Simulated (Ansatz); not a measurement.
# ScHg (Pm-3m): Grüneisen parameters, part 2 of 2

Does ScHg (Pm-3m) expand much on heating, by its phonons?

Ansatz 0.2.0; DFT PBEsol, scalar-relativistic, plane waves, PAW; PAW set soft_1.

So far, highest frequency on path, mesh or solved points (cm⁻¹): step 2 (phonons on a q mesh) 218; step 4 (phonons at the other volume, volume ratio 0.97) 230.

### 5. Relaxing at another volume, volume ratio 1.03

The volume is scaled by 1.03 and held; symmetry leaves nothing to relax, so this is a single point. The modes can then be followed against volume.

The input, input.yaml:

```yaml
crystal:
  lattice:
    - [3.5013266879, 0.0, 0.0]
    - [0.0, 3.5013266879, 0.0]
    - [0.0, 0.0, 3.5013266879]
  atoms:
    - { symbol: Sc, position: [0.5, 0.5, 0.5] }
    - { symbol: Hg, position: [0.0, 0.0, 0.0] }
kpoints:
  mp_grid: { grid: [12, 12, 12] }
hamiltonian:
  xc: pbesol
  pseudopotentials: { kind: paw, azcp: { folder: soft_1 }, xc_functional: pbe }
scf:
  occupations: { method: methfessel_paxton, width: 0.2 }
output:
  forces: true
  stress: true
  eigenvalues: true
```

Command:

```sh
$ ansatz run input.yaml --threads 4 --pin off --max-ram 10240MiB --backend cpu --events-out ev --progress --plain --runs-dir out
```

The program printed:

```text
[...]
Crystal: 2 atoms, lattice volume = 42.924 Å³
Basis set: ecut = 420 eV, 847 PW (Γ), exchange–correlation on 48×48×48 points (8 copies of the dense FFT grid, shifted against one another)
Bands: 20, of which v1, the nominal top of the filled ones, is band 16 counted from 1 (15 counted from 0)
Symmetry: 48 space group operations
[...]
k-points: 84 of 1728
[...]
--- Band table (eV; the first three rows and the last of 84) ---
  k-point 0: bands = [... 12 lower, 6.9633, 6.9633, 14.3695, 14.3695, 16.4688, 16.4688, 16.4688, 18.8977]
  k-point 1: bands = [... 12 lower, 6.9484, 6.9685, 14.3341, 14.3478, 16.2628, 16.2628, 16.4542, 18.3335]
  k-point 2: bands = [... 12 lower, 6.9081, 6.9828, 14.1048, 14.2878, 15.8447, 15.8447, 16.4145, 17.3777]
  k-point 83: bands = [... 12 lower, 7.4642, 12.3219, 12.3219, 12.3219, 13.1278, 16.9991, 16.9991, 19.3881]
[key lines of the parts left out:]
SCF converged after 8 iterations
Free energy (F): -15782.420531 eV
Fermi energy:    14.069705 eV
P = ⅓ Tr σ = -2.4168 GPa (-24.168 kbar)
```

Wall time 0.92 s (4 threads of Arm Neoverse V2, shared host); peak memory 0.38 GiB; 3 s of CPU time.

This step gave:

```
pressure        : -2.417 GPa
volume per atom : 21.46 Å³
```

The run ends at a pressure of -2.42 GPa.

### 6. Phonons at the other volume, volume ratio 1.03

The phonons are repeated at this volume on the same meshes, so that differences come from the volume alone.

input.yaml: that of step 5 with these lines changed.

```diff
@@ -16,4 +16,11 @@
 output:
-  forces: true
-  stress: true
   eigenvalues: true
+phonons:
+  method: dfpt
+  qmesh: [4, 4, 4]
+  temperatures: { t_max: 1000, t_step: 50 }
+  qpath:
+    path:
+      - [[0.0, 0.0, 0.0], [0.0, 0.5, 0.0], [0.5, 0.5, 0.0], [0.0, 0.0, 0.0], [0.5, 0.5, 0.5], [0.0, 0.5, 0.0]]
+      - [[0.5, 0.5, 0.5], [0.5, 0.5, 0.0]]
+    npoints: 10
```

The program printed:

```text
[...]
Crystal: 2 atoms, lattice volume = 42.924 Å³
Basis set: ecut = 420 eV, 847 PW (Γ), exchange–correlation on 48×48×48 points (8 copies of the dense FFT grid, shifted against one another)
Bands: 20, of which v1, the nominal top of the filled ones, is band 16 counted from 1 (15 counted from 0)
Symmetry: 48 space group operations
k-points: 84 of 1728
[...]
k-point 83: bands = [... 12 lower, 7.4643, 12.3219, 12.3219, 12.3219, 13.1278, 16.9990, 16.9990, 19.3881]
[...]
ASR residual: 1.678e-5 → 0.000e0 eV/Å²; symmetrization residual: 7.473e-6 eV/Å²
  ASR residual per site (eV/Å²): 7.49e-6 1.68e-5
  Γ frequencies (cm⁻¹): 0.00 0.00 0.00 135.11 135.11 135.11
--- Phonons (arbitrary-q DFPT): 10 irreducible q on the 4×4×4 mesh ---
[...]
interpolated dispersion: 62 rows × 6 modes
[...]
[key lines of the parts left out:]
SCF converged after 11 iterations
Free energy (F): -15782.420531 eV
Fermi energy:    14.069698 eV
```

The job ended after 4.5 min (4 threads; peak memory 2.1 GiB; 17 min of CPU time).

Numbers from this step:

* sum-rule residual before enforcement: 1.68e-5 eV/Å²
* highest frequency on path, mesh or solved points: 206.8 cm⁻¹
* mean frequency: 108.3 cm⁻¹
* Debye temperature (second moment): 231 K
* logarithmic mean frequency: 89.1 cm⁻¹
* highest optical mode at the zone centre (no LO-TO term): 135.1 cm⁻¹
* lowest optical zone-centre mode: 135.1 cm⁻¹
* lowest mode on the q mesh (acoustic modes at Γ apart): 28.92 cm⁻¹
* zero-point energy per atom: 20.14 meV
* heat capacity at 300 K: 24.22 J/(mol atoms K)
* vibrational entropy at 300 K: 46.51 J/(mol atoms K)
* edges of the widest gap between branches, on path and mesh: 67, 107.2 cm⁻¹

Frequencies (cm⁻¹) solved at each irreducible wavevector; negative means imaginary. Frequencies by wavevector, by row:

```tsv
q in reciprocal lattice units	star	mode 1	mode 2	mode 3	mode 4	mode 5	mode 6
0 0 0	1	0	0	0	135.1	135.1	135.1
0 0 0.25	6	42.9	42.9	58.6	140.1	140.1	172.1
0 0 -0.5	3	56.2	56.2	67	149.4	149.4	206.8
0 0.25 0.25	12	31.9	48.9	64.9	136.1	168.6	178.4
0 0.25 -0.5	12	45.7	50.8	54.5	129.5	178.5	197.8
0 -0.5 -0.5	3	28.9	28.9	53.5	107.2	201.4	201.4
0.25 0.25 0.25	8	50.8	50.8	55.2	169.1	169.1	169.6
0.25 0.25 -0.5	12	32.3	49.1	63.5	165.3	169.6	193.1
0.25 -0.5 -0.5	6	44.3	44.3	62.2	154.7	187.9	187.9
-0.5 -0.5 -0.5	1	58.5	58.5	58.5	177.6	177.6	177.6
```

The highest optical mode at the zone centre (no LO-TO term) is 135.1 cm⁻¹, -11.1 cm⁻¹ against the base run.

### 7. Grüneisen parameters

The Grüneisen parameter of a mode is minus the logarithmic change of its frequency with volume, −d ln ω / d ln V; weighted by heat capacity it gives the expansion.

This step gave:

```
bulk modulus : 87.9 GPa
```

The phonon branches at the labelled points (cm⁻¹):

```tsv
point	branch 1	branch 2	branch 3	branch 4	branch 5	branch 6
Γ	0	0	0	146	146	146
halfway	46	46	62	150	150	183
X	61	61	71	159	159	218
halfway	47	53	59	139	190	210
M	26	26	58	117	214	214
halfway	32	52	69	146	179	189
Γ	0	0	0	146	146	146
halfway	54	54	58	180	180	180
R	63	63	63	190	190	190
halfway	32	52	68	176	180	205
X	61	61	71	159	159	218
jump to R	63	63	63	190	190	190
halfway	46	46	66	165	200	200
M	26	26	58	117	214	214
```

The same for volume x 0.97:

```tsv
point	branch 1	branch 2	branch 3	branch 4	branch 5	branch 6
Γ	0	0	0	158	158	158
X	65	65	75	168	168	230
M	22	22	62	127	227	227
Γ	0	0	0	158	158	158
R	67	67	67	204	204	204
X	65	65	75	168	168	230
R	67	67	67	204	204	204
M	22	22	62	127	227	227
```

The same for volume x 1.03:

```tsv
point	branch 1	branch 2	branch 3	branch 4	branch 5	branch 6
Γ	0	0	0	135	135	135
X	56	56	67	149	149	207
M	29	29	53	107	201	201
Γ	0	0	0	135	135	135
R	58	58	58	178	178	178
X	56	56	67	149	149	207
R	58	58	58	178	178	178
M	29	29	53	107	201	201
```

The first set of phonon branches as a text plot (rows in cm⁻¹):

```
    225 |
    216 |      ****   ***                              ***      *
    206 |     *    ****  **                        ****       **
    197 |    *      *     ***                    **        ***
    187 |   *              ***           ***********      *
    177 |         **         **        **          ***     **
    168 |                     **     ***             ***     *
    158 |  *  ****             **   ***                ***
    149 |*****    **         ********
    139 |                  **                                 *
    129 |           **   **                                    *
    120 |             ***                                       *
    110 |
    101 |
     91 |
     81 |
     72 |     ****           **                    **   **
     62 |   ** *********** **  *     **************  ************
     53 |    **    *      ****      *   *** *    ******    **
     43 |  **       **   *    ***      *   *                 *
     34 | **         ** * *****    * **            ***        **
     24 | *            ***     ***  *                           *
     14 |*                      ** *
      5 |                        **
         Γ      X      M          Γ            R        X|R     M
```

Mode Grueneisen parameter -dln(w)/dln(V), modes matched by rank; at Γ the acoustic branches take the value of a neighbouring point of the path. The mode Grüneisen parameters at the labelled points ():

```tsv
point	branch 1	branch 2	branch 3	branch 4	branch 5	branch 6
Γ	1.45	1.45	1.84	2.59	2.59	2.59
halfway	1.98	1.98	2.01	2.28	2.28	2.00
X	2.50	2.50	1.92	1.99	1.99	1.78
halfway	0.82	1.62	2.57	2.28	2.00	1.95
M	-4.17	-4.17	2.60	2.80	1.97	1.97
halfway	-0.21	2.29	2.10	2.26	2.03	1.87
Γ	0.41	1.49	1.89	2.59	2.59	2.59
halfway	1.77	1.77	1.80	1.99	2.04	1.99
R	2.26	2.26	2.26	2.32	2.32	2.32
halfway	-0.37	1.58	2.23	2.10	2.07	1.98
X	2.50	2.50	1.92	1.99	1.99	1.78
jump to R	2.26	2.26	2.26	2.32	2.32	2.32
halfway	1.20	1.20	2.20	2.14	2.14	2.14
M	-4.17	-4.17	2.60	2.80	1.97	1.97
```

The mode Grüneisen parameters as a text plot (rows in , shown from -3.8 to 2.7 only):

```
   2.58 |***   *** ********     ****                   ***     **
   2.31 | *****   ***     *******   ***     ******  ***** *****
   2.03 |  **********************  ***********   ********* ******
   1.76 |***  *****        *** ****     *   *     *  * ***  *
   1.49 |**               *      **    *          ***  *
   1.21 |          **               ***  ***                 *
   0.94 |                          *                  *
   0.67 |                                          *
   0.40 |            *   *       **
   0.12 |           *          **                    *
  -0.15 |                    **
  -0.42 |                                           *
  -0.70 |                  **                                 *
  -0.97 |            **
  -1.24 |                 *
  -1.52 |
  -1.79 |               *
  -2.06 |                                                      *
  -2.33 |             *
  -2.61 |                *
  -2.88 |
  -3.15 |
  -3.43 |                                                       *
  -3.70 |               *
         Γ      X      M          Γ            R        X|R     M
```

(dS/dlnV)/C_V. Thermodynamic Grueneisen parameter against temperature:

```tsv
temperature (K)	thermodynamic Grueneisen parameter
50	1.56
100	1.72
150	1.76
200	1.77
250	1.78
300	1.78
350	1.79
400	1.79
450	1.79
500	1.79
550	1.79
600	1.79
650	1.79
700	1.79
750	1.79
800	1.79
850	1.79
900	1.79
950	1.79
1000	1.79
```

Gamma C_V/(B V) at the static volume. Table of volume expansion by temperature:

```tsv
temperature (K)	volume expansion (1e-6/K)
50	17.6
100	30.1
150	35.1
200	37.3
250	38.4
300	39.1
350	39.5
400	39.7
450	39.9
500	40.0
550	40.1
600	40.2
650	40.2
700	40.3
750	40.3
800	40.4
850	40.4
900	40.4
950	40.4
1000	40.4
```

### 8. Outcome

| Property | Result |
| --- | --- |
| bulk modulus | 87.9 GPa |
| thermodynamic Grüneisen parameter at 300 K | 1.785 |
| volume expansion at 300 K, estimated | 39.06 × 10⁻⁶ K⁻¹ |

In words: By this estimate the volume grows by 39.1 × 10⁻⁶ per kelvin at 300 K. The highest optical mode at Γ goes from 158 to 135 cm⁻¹ as the cell grows, a Grüneisen parameter of 2.58. Mode parameters on the path run from -4.2 to 2.8, with a median of 2.1. Modes with negative values stiffen as the cell grows and pull against the expansion. Branches are matched by rank, so values near crossings are rough. The expansion is the Grüneisen estimate at the static volume, with the static bulk modulus. With no gap, or one that is small against the smearing, the frequencies hang on the k mesh and the smearing, most of all near Kohn anomalies. The phonon runs are without spin polarisation, although the cell has an odd electron count. Spin-orbit coupling is left out, which can matter for the heavy elements here. The PAW files were made for PBE and serve the other functionals too.

[Long decimals in the printed logs are rounded to 6 places.]

[Logs are printed without paths, hosts, clocks, repeated set-up lines and the standing remarks that a program may print on its own settings, such as how far it seeks lower states.]

[Hosts, paths, dates, database ids (printed as entryN), source tags and the programs' standing remarks are cut or masked in the printed files.]

[Where the starting crystal was built by hand or by swapping elements, it need not be the compound's stable phase.]
